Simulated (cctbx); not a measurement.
# Symmetry from intensities

Cell: a = 8.9160 Å, b = 9.5710 Å, c = 7.7280 Å, α = 90.00°, β = 90.00°, γ = 90.00°. Expected content of the cell: Ga8 Mn12 Sc4 Si24.

Simulated single-crystal data (cctbx): Ag Kα, λ = 0.56087 Å, to d = 0.6 Å, 95 % of the full sphere, strongest reflection 70000 counts, noise from counting, a 3 % proportional error and a noise floor of 15 counts (s.d.); no absorption, some extinction.

A first pass over the reflections prints:

```text
12157 reflections to d = 0.600 A
centring   violations  <I/sigma> of those
    A       3120 of  6118      8.4
    B       3121 of  6099      8.1
    C       2929 of  6135      7.7
    I       3017 of  6089      7.9
    R       4158 of  8093      8.4
    F       4585 of  9176      8.1
Laue class    unique    Rint  (classes that these axes allow; Friedel mates merged)
P -1             6391   0.029
P 1 2/m 1        3360   0.036
P 1 1 2/m        3394   0.035
P 2/m 1 1        3369   0.036
P m m m          1859   0.038
space group    extra absences  I>4sigma  <I/sigma>
P 2 2 2                 0          0         -  acentric
P 21 2 2               13          0      -0.2  acentric
P 2 21 2               16          0      -0.0  acentric
P 21 21 2              29          0      -0.1  acentric
P m m 2                 0          0         -  acentric
P 2 m m                 0          0         -  acentric
P m 2 m                 0          0         -  acentric
P 21 a m              284          0      -0.0  acentric
P b 21 m              310          0       0.0  acentric
P m a 2               284          0      -0.0  acentric
P b m 2               310          0       0.0  acentric
P b a 2               594          0       0.0  acentric
P m m m                 0          0         -  centric
P b m m               310          0       0.0  centric
P m a m               284          0      -0.0  centric
P b a m               594          0       0.0  centric
Wilson B = 0.83 A^2   <|E^2-1|> = 1.110 (0.968 centric, 0.736 acentric)   E^2>4: 5.8 %
shell (A)         n   <I/sigma>
 9.57 - 1.20    265     26.6
 1.20 - 0.95    239     23.9
 0.95 - 0.83    232     24.3
 0.83 - 0.76    227     19.1
 0.76 - 0.70    223     18.5
 0.70 - 0.66    228     17.1
 0.66 - 0.63    226     14.6
 0.63 - 0.60    219     14.1
```

**Question.** What are the lattice type, the Laue class and the likely space group?

Every centring test has many violations, so the lattice is primitive.

Rint stays low (0.029 to 0.038) up to P m m m, the highest class in these axes.

16 settings pass the absence test. The most absences obeyed, 594, belong to P b a 2 and P b a m, which absences can't tell apart.

⟨|E²−1|⟩ = 1.110 is above even the centric ideal, a mark of pseudo-translation (a class of systematically weak reflections). The Wilson B of 0.83 Å² means U ≈ 0.0105 Å².

The true group is Pbam (no. 55), Laue class mmm, centrosymmetric. The tables only narrow the choice to the tied entries; cell content, site symmetry and trial solutions must settle it.

The model is made up (kin elements in a known structure type, no relaxation), so it says nothing on whether the phase exists.

[Logs are printed without paths, hosts, clocks, repeated set-up lines and the standing remarks that a program may print on its own settings, such as how far it seeks lower states.]
